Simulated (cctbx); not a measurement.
## What resolution and counting buy: Mn2CuSe3Br

Space group P1 (no. 1), a = 5.6100 Å, b = 5.6960 Å, c = 6.7030 Å, α = 113.20°, β = 111.73°, γ = 91.94°.

| atom | mult. | x | y | z | Ueq (Å²) |
| --- | --- | --- | --- | --- | --- |
| Br1 | 1 | 0.6266 | 0.1282 | 0.7491 | 0.0102 |
| Se1 | 1 | 0.1180 | 0.5802 | 0.7347 | 0.0097 |
| Se2 | 1 | 0.8454 | 0.8896 | 0.2405 | 0.0060 |
| Se3 | 1 | 0.4153 | 0.3965 | 0.2600 | 0.0115 |
| Cu1 | 1 | 0.4821 | 0.5355 | 0.0118 | 0.0095 |
| Mn1 | 1 | 0.0366 | 0.9943 | 0.0170 | 0.0132 |
| Mn2 | 1 | 0.2219 | 0.7133 | 0.4806 | 0.0099 |

This is a model crystal, built by substitution and not relaxed, with assumed displacement parameters.

Five simulated data sets (cctbx; Ag Kα, λ = 0.56087 Å; 2 % proportional error) differ in resolution or exposure (noise floor 8 counts in the first three, 8 in the last two). Each is refined with the right model, isotropic at 1.1 Å and anisotropic otherwise. How do the figures of merit and the uncertainties move?

```
d min (Å)  top counts  ⟨I/σ⟩ (unmerged, absences included)  unique  param. (scale apart)   Rint      R1  GooF  largest s.u. xyz (fractional)  s.u. U of Mn1 (Å²)  largest error (Å)
      1.1       70000                                 33.7     469                    28  0.000  0.0129  1.27                        0.00025              0.0004             0.0137
     0.84       70000                                 32.4    1022                    63  0.000  0.0109  1.01                        0.00014              0.0004             0.0161
      0.6       70000                                 27.5    2797                    63  0.000  0.0128  0.97                        0.00007              0.0002             0.0201
     0.75         300                                  1.7    1433                    63  0.000  0.1226  0.98                        0.00329              0.0085             0.0470
     0.75        3000                                  8.5    1433                    63  0.000  0.0419  0.98                        0.00056              0.0014             0.0257
```

The number of reflections grows roughly as 1/d³: 469, 1022 and 2797 here. R1 follows the noise rather than the truth: at 300 counts it is 0.1226, at 3000 counts 0.0419, while GooF is 0.98 and 0.98: the weights 1/σ² carry the noise. The s.u. of U (U11 where anisotropic) for Mn1 goes 0.0004, 0.0004, 0.0002 Å² with resolution and 0.0085, 0.0014 Å² with exposure.

The 1.1 Å row also differs in its displacement model, so it isn't a clean test of resolution.

Hardware for the 0.6 Å refinement: 0.38 s on 1 thread of Arm Neoverse V2 (shared host), peak memory 0.09 GiB.

[Logs are printed without paths, hosts, clocks, repeated set-up lines and the standing remarks that a program may print on its own settings, such as how far it seeks lower states.]
